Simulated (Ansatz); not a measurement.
# Vibrations of species on Si(111), part 2 of 3

Aim: bond lengths and vibrational modes of species bound on Si(111).

Ansatz 0.2.0; DFT PBE, scalar-relativistic, plane waves, PAW; PAW set soft_1.

So far. Step 2 (Relaxation of the host): The forces vanish by symmetry. Step 3 (Letting the atoms settle: F): The largest force component left on a free atom is 1.7 meV/Å.

## (4) Force constants among chosen sites: F

Only 5 sites are displaced (4 Si and 1 F), with their periodic images, and all others stay at rest. This gives the modes that are localised on these sites for less work than the whole matrix.

File input.yaml:

```yaml
crystal:
  lattice:
    - [3.8677040346, 2.8972e-06, 0.0]
    - [-1.9338545264, 3.3495284997, 0.0]
    - [0.0, 0.0, 57.1261761649]
  atoms:
    - { symbol: Si, position: [0.0, 0.0, 0.1579416793] }
    - { symbol: Si, position: [0.3333333333, 0.6666666667, 0.171761604] }
    - { symbol: Si, position: [0.3333333333, 0.6666666667, 0.2131104942] }
    - { symbol: Si, position: [0.6666666667, 0.3333333333, 0.2269167128] }
    - { symbol: Si, position: [0.6666666667, 0.3333333333, 0.2683523563] }
    - { symbol: Si, position: [0.0, 0.0, 0.2821534284] }
    - { symbol: Si, position: [0.0, 0.0, 0.3235835049] }
    - { symbol: Si, position: [0.3333333333, 0.6666666667, 0.3373845319] }
    - { symbol: Si, position: [0.3333333333, 0.6666666667, 0.3788690272] }
    - { symbol: Si, position: [0.6666666667, 0.3333333333, 0.3921169477] }
    - { symbol: H, position: [0.0, 0.0, 0.1317642734] }
    - { symbol: F, position: [0.6666666667, 0.3333333333, 0.4204970748] }
  periodic: [true, true, false]
kpoints:
  mp_grid: { grid: [8, 8, 1] }
hamiltonian:
  xc: pbe
  pseudopotentials: { kind: paw, azcp: { folder: soft_1 } }
scf:
  occupations: { method: gaussian, width: 0.03 }
output:
  eigenvalues: true
phonons:
  method: fd
  supercell: [1, 1, 1]
  displaced_sites: [6, 7, 8, 9, 11]
  rigid_motions: translations
```

Command:

```sh
$ ansatz run input.yaml --threads 8 --pin off --max-ram 20480MiB --backend cpu --events-out ev --progress --plain --runs-dir out
```

Numbers of over 12 decimals in the logs are rounded to 6 here.

The program printed:

```text
[...]
Crystal: 12 atoms, lattice volume = 740.069 Å³
Basis set: ecut = 420 eV, 14579 PW (Γ), exchange–correlation on 54×54×768 points (8 copies of the dense FFT grid, shifted against one another)
Bands: 36, of which v1, the nominal top of the filled ones, is band 24 counted from 1 (23 counted from 0)
Symmetry: 6 space group operations
k-points: 10 of 64 (time reversal used)
[...]
SCF iter   1: F=—  HF=-7184.649212 eV  |F-HF|=—  |Δ(HF+E_count)|=         —  Δρ=3.16e-2  dr2=6.56e0  ethr=3.10e-3  ⟨swp⟩=13.9  Hψ=3188  notcnv=0
[...]
SCF iter  16: F=-7182.969406 eV  HF=-7182.969406 eV  |F-HF|=1.32e-10  |Δ(HF+E_count)|=  2.08e-10  Δρ=5.70e-8  dr2=4.69e-11  ethr=1.00e-12  ⟨swp⟩=23.4  Hψ=3098  notcnv=0
SCF 1 converged in 16 iterations: F = -7182.969406 eV  dr2 = 4.69e-11
[...]
Symmetry: 2 space group operations
k-points: 21 of 64 (time reversal used)
[...]
SCF iter  10: F=-7182.969364 eV  HF=-7182.969364 eV  |F-HF|=1.01e-10  |Δ(HF+E_count)|=  5.28e-11  Δρ=1.89e-8  dr2=5.79e-12  ethr=1.00e-12  ⟨swp⟩=9.6  Hψ=4553  notcnv=0
SCF 2 converged in 10 iterations: F = -7182.969364 eV  dr2 = 5.79e-12
[...]
SCF iter  10: F=-7182.969366 eV  HF=-7182.969366 eV  |F-HF|=1.61e-10  |Δ(HF+E_count)|=  3.55e-11  Δρ=1.41e-8  dr2=1.51e-12  ethr=1.00e-12  ⟨swp⟩=8.6  Hψ=4927  notcnv=0
SCF 3 converged in 10 iterations: F = -7182.969366 eV  dr2 = 1.51e-12
[...]
SCF iter  11: F=-7182.969365 eV  HF=-7182.969365 eV  |F-HF|=7.46e-11  |Δ(HF+E_count)|=  6.55e-11  Δρ=6.57e-9  dr2=5.99e-13  ethr=1.00e-12  ⟨swp⟩=7.7  Hψ=3658  notcnv=0
SCF 4 converged in 11 iterations: F = -7182.969365 eV  dr2 = 5.99e-13
[...]
SCF iter  10: F=-7182.969365 eV  HF=-7182.969365 eV  |F-HF|=7.46e-11  |Δ(HF+E_count)|=  2.27e-11  Δρ=2.27e-8  dr2=3.36e-12  ethr=1.00e-12  ⟨swp⟩=8.7  Hψ=4874  notcnv=0
SCF 5 converged in 10 iterations: F = -7182.969365 eV  dr2 = 3.36e-12
[...]
SCF iter  10: F=-7182.969364 eV  HF=-7182.969364 eV  |F-HF|=8.82e-11  |Δ(HF+E_count)|=  2.27e-11  Δρ=1.90e-8  dr2=6.22e-12  ethr=1.00e-12  ⟨swp⟩=8.9  Hψ=4815  notcnv=0
SCF 6 converged in 10 iterations: F = -7182.969364 eV  dr2 = 6.22e-12
[...]
SCF iter  10: F=-7182.969361 eV  HF=-7182.969361 eV  |F-HF|=8.55e-11  |Δ(HF+E_count)|=  1.00e-10  Δρ=1.56e-8  dr2=1.57e-12  ethr=1.00e-12  ⟨swp⟩=8.5  Hψ=4906  notcnv=0
SCF 7 converged in 10 iterations: F = -7182.969361 eV  dr2 = 1.57e-12
[...]
SCF iter  10: F=-7182.969340 eV  HF=-7182.969340 eV  |F-HF|=1.31e-10  |Δ(HF+E_count)|=  9.37e-11  Δρ=1.41e-8  dr2=2.78e-12  ethr=1.00e-12  ⟨swp⟩=9.8  Hψ=4659  notcnv=0
SCF 8 converged in 10 iterations: F = -7182.969340 eV  dr2 = 2.78e-12
[...]
SCF iter  10: F=-7182.969339 eV  HF=-7182.969339 eV  |F-HF|=1.30e-10  |Δ(HF+E_count)|=  1.55e-11  Δρ=1.69e-8  dr2=2.74e-12  ethr=1.00e-12  ⟨swp⟩=8.2  Hψ=4798  notcnv=0
SCF 9 converged in 10 iterations: F = -7182.969339 eV  dr2 = 2.74e-12
[...]
SCF iter  11: F=-7182.969374 eV  HF=-7182.969374 eV  |F-HF|=1.58e-10  |Δ(HF+E_count)|=  7.09e-11  Δρ=8.00e-9  dr2=1.64e-12  ethr=1.00e-12  ⟨swp⟩=9.0  Hψ=4220  notcnv=0
SCF 10 converged in 11 iterations: F = -7182.969374 eV  dr2 = 1.64e-12
[...]
SCF iter   9: F=-7182.969369 eV  HF=-7182.969369 eV  |F-HF|=7.37e-11  |Δ(HF+E_count)|=  7.82e-11  Δρ=1.23e-8  dr2=6.64e-13  ethr=1.00e-12  ⟨swp⟩=9.1  Hψ=4422  notcnv=0
SCF 11 converged in 9 iterations: F = -7182.969369 eV  dr2 = 6.64e-13
SCF converged after 16 iterations
Free energy (F): -7182.969406 eV
[...]
Internal energy: -7182.969406 eV  (E = F + TS)
E sigma→0 (E₀):  -7182.969406 eV
Fermi energy:    -5.204127 eV
[...]
--- Forces (eV/Å), atoms counted from 1 ---
  atom   1  Si     0.00000000     0.00000000     0.35333825
  atom   2  Si     0.00000000     0.00000000    -0.21827271
  atom   3  Si     0.00000000    -0.00000000    -0.00034323
  atom   4  Si    -0.00000000     0.00000000     0.00008848
  atom   5  Si    -0.00000000    -0.00000000    -0.00005439
  atom   6  Si    -0.00000000     0.00000000    -0.00059161
  atom   7  Si     0.00000000    -0.00000000    -0.00062823
  atom   8  Si     0.00000000     0.00000000    -0.00012899
  atom   9  Si    -0.00000000    -0.00000000     0.00107361
  atom  10  Si     0.00000000     0.00000000     0.00030625
  atom  11  H     -0.00000000    -0.00000000    -0.13645356
  atom  12  F      0.00000000    -0.00000000     0.00167352
  max |Σ_I F_I| component: 7.38e-6 eV/Å
--- Band table (eV; the first three rows and the last of 10) ---
  k-point 0: bands = [... 20 lower, -5.8497, -5.8497, -5.6249, -5.6249, -4.1378, -3.9985, -3.7612, -3.4225, ... 8 higher]
  k-point 1: bands = [... 20 lower, -6.4870, -6.4207, -6.0922, -5.8407, -3.6554, -3.4338, -3.3682, -3.0874, ... 8 higher]
  k-point 2: bands = [... 20 lower, -7.0303, -6.7536, -6.5912, -6.3066, -4.3097, -4.0393, -3.6833, -3.3480, ... 8 higher]
  k-point 9: bands = [... 20 lower, -8.2506, -8.0726, -7.6781, -7.4844, -3.9495, -3.4006, -3.2643, -2.8524, ... 8 higher]
  ° read free of the cell's end (the report's vacuum.weakly_bound_levels)
--- Phonons: 10 displaced members + reference (amplitude 0.0025 Å, Σ member SCF iterations 101) ---
  symmetry images taken by strict's conditions (phonons.symmetry_images: auto; settled by no image being taken that strict refuses)
  force constants formed among 5 of 12 sites (Si 6, Si 7, Si 8, Si 9, F 11); the other 7 at rest. The modes move the named sites alone.
  the frequencies, the zero-point energy and the sums are of the block with the acoustic sum rule laid on its rows. Row sums over every site: 3.4e-3 eV/Å² at the most
  transpose residual: 2.5e-4 eV/Å²
  largest component of a force at the reference: 1.7e-3 eV/Å on a named site, 3.5e-1 eV/Å on a site at rest
  frequencies among the named sites at Γ of the cell (cm⁻¹): 40.76 40.76 91.25 91.25 91.76 149.24 149.24 267.93 394.04 475.47 484.78 484.78 516.53 516.53 857.82
  unstable modes among the named sites: 0
  frequencies as built, with no sum rule (cm⁻¹): 40.76 40.76 91.25 91.25 91.85 149.24 149.24 267.95 394.04 475.47 484.78 484.78 516.53 516.53 857.83
  zero-point energy: 0.288394 eV/cell   skipped modes (ω ≤ 0): 0
  not written: the harmonic force-constant file, the file of eigenvectors (these modes' are written with the force constants), the density of states and the dispersion, which are of every site
```

Run time: 1.8 min. Hardware: 8 threads of Intel Xeon at 2.70GHz, shared host; peak memory 1.8 GiB.

Reading the cycles: dr2 is the Hartree energy of the density residual (eV), the measure of convergence; HF is the Harris–Foulkes estimate of the energy, which meets the free energy F at convergence.

The other atoms of the cell are at rest; shares are of the kinetic energy, a minus sign marks an imaginary mode, and where like sites share a mode the one named is one choice of several. Modes of the displaced sites:

```
mode  frequency (cm⁻¹)  share of Si (%)  share of F (%)  site with the largest share  its share (%)
   1              40.8               80              20                         Si10             31
   2              40.8               80              20                         Si10             31
   3              91.2               97               3                          Si7             41
   4              91.2               97               3                          Si7             41
   5              91.8               77              23                         Si10             34
   6             149.2               23              77                          F12             77
   7             149.2               23              77                          F12             77
   8             267.9               86              14                          Si8             37
   9             394.0               96               4                          Si7             53
  10             475.5               99               1                          Si8             46
  11             484.8              100               0                          Si7             47
  12             484.8              100               0                          Si7             47
  13             516.5              100               0                         Si10             46
  14             516.5              100               0                         Si10             46
  15             857.8               43              57                          F12             57
```

The highest mode of the block lies at 857.8 cm⁻¹; the acoustic sum rule moved it by 0.0 cm⁻¹.

## (5) Relaxation in the fixed cell: Br

The slab carries Br. Its plane takes the lattice constant of the bulk relaxed at this level. The lowest layers and the H atoms that close the back face are held, and the other atoms relax. The program lengthens the typed cell of 32.3 Å along the normal to 58.3 Å, as its cut-off of the electrostatics needs, and moves no atom.

System of this step: Br on Si(111). The cell holds 12 atoms: 10 Si, 1 H and 1 Br. Cell: a = 3.868 Å, b = 3.868 Å, c = 58.270 Å, α = 90.0°, β = 90.0°, γ = 120.0°. It derives from Si. Vacuum lies along c.

File input.yaml:

```yaml
crystal:
  lattice:
    - [3.8677029217, 0.0, 0.0]
    - [-1.933856479, 3.3495309121, 0.0]
    - [0.0, 0.0, 32.2895329913]
  atoms:
    - { symbol: Si, position: [0.0, 0.0, 0.279428] }
    - { symbol: Si, position: [0.333333, 0.666667, 0.303878] }
    - { symbol: Si, position: [0.333333, 0.666667, 0.37723] }
    - { symbol: Si, position: [0.666667, 0.333333, 0.40168] }
    - { symbol: Si, position: [0.666667, 0.333333, 0.475031] }
    - { symbol: Si, position: [0.0, 0.0, 0.499482] }
    - { symbol: Si, position: [0.0, 0.0, 0.572833] }
    - { symbol: Si, position: [0.333333, 0.666667, 0.597283] }
    - { symbol: Si, position: [0.333333, 0.666667, 0.670634] }
    - { symbol: Si, position: [0.666667, 0.333333, 0.695085] }
    - { symbol: H, position: [0.0, 0.0, 0.233116] }
    - { symbol: Br, position: [0.666667, 0.333333, 0.766884] }
  periodic: [true, true, false]
kpoints:
  mp_grid: { grid: [8, 8, 1] }
hamiltonian:
  xc: pbe
  pseudopotentials: { kind: paw, azcp: { folder: soft_1 } }
scf:
  occupations: { method: gaussian, width: 0.03 }
output:
  forces: true
  eigenvalues: true
relax:
  adjacent_minimum: "off"
  f_tol: 0.003
  max_steps: 120
  constraints: [{ sites: [0, 1, 10] }]
```

The program printed:

```text
[...]
Crystal: 12 atoms, lattice volume = 754.890 Å³
Basis set: ecut = 420 eV, 14859 PW (Γ), exchange–correlation on 54×54×800 points (8 copies of the dense FFT grid, shifted against one another)
Bands: 36, of which v1, the nominal top of the filled ones, is band 24 counted from 1 (23 counted from 0)
Symmetry: 6 space group operations
[...]
k-points: 10 of 64 (time reversal used)
[...]
- { symbol: Si, position: [0.666667, 0.333333, 0.222474] }
    - { symbol: Si, position: [0.666667, 0.333333, 0.263102] }
    - { symbol: Si, position: [0, 0, 0.276639] }
    - { symbol: Si, position: [0, -1.0103484363552641e-19, 0.317269] }
    - { symbol: Si, position: [0.333333, 0.666667, 0.330825] }
    - { symbol: Si, position: [0.333333, 0.666667, 0.371516] }
    - { symbol: Si, position: [0.666667, 0.333333, 0.384726] }
    - { symbol: H, position: [0.0, 0.0, 0.129178] }
    - { symbol: Br, position: [0.666667, 0.333333, 0.423221] }
[key lines of the parts left out:]
SCF converged after 4 iterations
Free energy (F): -9157.949715 eV
Fermi energy:    -4.595618 eV
```

Elapsed: 28 s, on 8 threads; peak memory 1.5 GiB.

Step by step:

```
step  energy less that of the first step (eV)  largest force component (eV/Å)
   1                                   0.0000                          0.9414
   2                                  -0.0383                          0.1423
   3                                  -0.0401                          0.0349
   4                                  -0.0401                          0.0008
   5                                  -0.0401                          0.0008
```

The run keeps the 6 symmetry operations that it works with, so distortions that break them were not tested.

The atoms that moved most (Å):

```
atom     dx     dy      dz  length
Br12  0.000  0.000  -0.101   0.101
Si10  0.000  0.000  -0.026   0.026
 Si7  0.000  0.000  -0.009   0.009
 Si8  0.000  0.000  -0.009   0.009
 Si6  0.000  0.000  -0.008   0.008
 Si5  0.000  0.000  -0.007   0.007
 Si4  0.000  0.000  -0.006   0.006
 Si9  0.000  0.000  -0.006   0.006
```

Final coordinates:

```cif
data_structure
_symmetry_space_group_name_H-M 'P 1'
_symmetry_Int_Tables_number 1
_cell_length_a 3.8677
_cell_length_b 3.8677
_cell_length_c 58.2702
_cell_angle_alpha 90.000
_cell_angle_beta 90.000
_cell_angle_gamma 120.000
_cell_volume 754.89
loop_
_atom_site_label
_atom_site_type_symbol
_atom_site_fract_x
_atom_site_fract_y
_atom_site_fract_z
_atom_site_occupancy
Si1 Si 0.00000 0.00000 0.15484 1
Si2 Si 0.33333 0.66667 0.16839 1
Si3 Si 0.33333 0.66667 0.20893 1
Si4 Si 0.66667 0.33333 0.22247 1
Si5 Si 0.66667 0.33333 0.26310 1
Si6 Si 0.00000 0.00000 0.27664 1
Si7 Si 0.00000 0.00000 0.31727 1
Si8 Si 0.33333 0.66667 0.33083 1
Si9 Si 0.33333 0.66667 0.37152 1
Si10 Si 0.66667 0.33333 0.38473 1
H11 H 0.00000 0.00000 0.12918 1
Br12 Br 0.66667 0.33333 0.42322 1
```

The largest force component left on a free atom is 0.78 meV/Å.

## (6) Force constants among chosen sites: Br

Only 5 sites are displaced (4 Si and 1 Br), with their periodic images, and all others stay at rest. This gives the modes that are localised on these sites for less work than the whole matrix.

File input.yaml:

```yaml
crystal:
  lattice:
    - [3.8677040346, 2.8972e-06, 0.0]
    - [-1.9338545264, 3.3495284997, 0.0]
    - [0.0, 0.0, 58.2702388914]
  atoms:
    - { symbol: Si, position: [0.0, 0.0, 0.154840615] }
    - { symbol: Si, position: [0.3333333333, 0.6666666667, 0.1683891965] }
    - { symbol: Si, position: [0.3333333333, 0.6666666667, 0.2089313964] }
    - { symbol: Si, position: [0.6666666667, 0.3333333333, 0.2224736471] }
    - { symbol: Si, position: [0.6666666667, 0.3333333333, 0.2631022522] }
    - { symbol: Si, position: [0.0, 0.0, 0.2766390768] }
    - { symbol: Si, position: [0.0, 0.0, 0.317269429] }
    - { symbol: Si, position: [0.3333333333, 0.6666666667, 0.3308250024] }
    - { symbol: Si, position: [0.3333333333, 0.6666666667, 0.3715155051] }
    - { symbol: Si, position: [0.6666666667, 0.3333333333, 0.384725815] }
    - { symbol: H, position: [0.0, 0.0, 0.1291775513] }
    - { symbol: Br, position: [0.6666666667, 0.3333333333, 0.4232206813] }
  periodic: [true, true, false]
kpoints:
  mp_grid: { grid: [8, 8, 1] }
hamiltonian:
  xc: pbe
  pseudopotentials: { kind: paw, azcp: { folder: soft_1 } }
scf:
  occupations: { method: gaussian, width: 0.03 }
output:
  eigenvalues: true
phonons:
  method: fd
  supercell: [1, 1, 1]
  displaced_sites: [6, 7, 8, 9, 11]
  rigid_motions: translations
```

The program printed:

```text
[...]
Crystal: 12 atoms, lattice volume = 754.890 Å³
Basis set: ecut = 420 eV, 14859 PW (Γ), exchange–correlation on 54×54×800 points (8 copies of the dense FFT grid, shifted against one another)
Bands: 36, of which v1, the nominal top of the filled ones, is band 24 counted from 1 (23 counted from 0)
Symmetry: 6 space group operations
k-points: 10 of 64 (time reversal used)
[...]
k-point 2: bands = [... 20 lower, -6.3334, -6.0882, -5.9137, -5.6181, -3.7006, -3.4262, -3.0834, -2.8300, ... 8 higher]
  k-point 9: bands = [... 20 lower, -7.4672, -7.2669, -7.0216, -6.6963, -3.3786, -2.8444, -2.6948, -2.3397, ... 8 higher]
  ° read free of the cell's end (the report's vacuum.weakly_bound_levels)
[...]
transpose residual: 1.4e-4 eV/Å²
[...]
unstable modes among the named sites: 0
[...]
zero-point energy: 0.245467 eV/cell   skipped modes (ω ≤ 0): 0
[...]
[key lines of the parts left out:]
SCF converged after 17 iterations
Free energy (F): -9157.949715 eV
Fermi energy:    -4.595620 eV
```

Run time: 100 s. Hardware: 8 threads; peak memory 1.8 GiB; 12 min of CPU time.

The other atoms of the cell are at rest; shares are of the kinetic energy, a minus sign marks an imaginary mode, and where like sites share a mode the one named is one choice of several. Modes of the displaced sites:

```
mode  frequency (cm⁻¹)  share of Si (%)  share of Br (%)  site with the largest share  its share (%)
   1              29.1               25               75                         Br12             75
   2              29.1               25               75                         Br12             75
   3              62.2               75               25                          Si9             29
   4              62.2               75               25                          Si9             29
   5              67.4               38               62                         Br12             62
   6              93.6              100                0                          Si7             37
   7              93.6              100                0                          Si7             37
   8             226.3               80               20                          Si8             41
   9             370.6               94                6                          Si7             51
  10             453.2               93                7                          Si8             38
  11             483.1              100                0                          Si7             44
  12             483.1              100                0                          Si7             44
  13             495.2               95                5                         Si10             47
  14             505.4              100                0                          Si9             44
  15             505.4              100                0                          Si9             44
```

The same force constants with another mass on the added atoms, against the natural mean mass; listed are the real modes with at least half of their motion on these atoms, followed through small steps of mass, less those that pass through avoided crossings, where the squared overlap of new and old mass-weighted patterns is under 0.8. Modes after a change of mass:

```
substitution  mode  frequency (cm⁻¹)  after (cm⁻¹)  ratio
        81Br     1              29.1          28.9  1.005
        81Br     2              29.1          28.9  1.005
        81Br     5              67.4          67.2  1.004
```

The highest mode of the block lies at 505.4 cm⁻¹; the acoustic sum rule moved it by 0.0 cm⁻¹.

[end of part 2 of 3]

[Logs are printed without paths, hosts, clocks, repeated set-up lines and the standing remarks that a program may print on its own settings, such as how far it seeks lower states.]

[Hosts, paths, dates, database ids (printed as entryN), source tags and the programs' standing remarks are cut or masked in the printed files.]
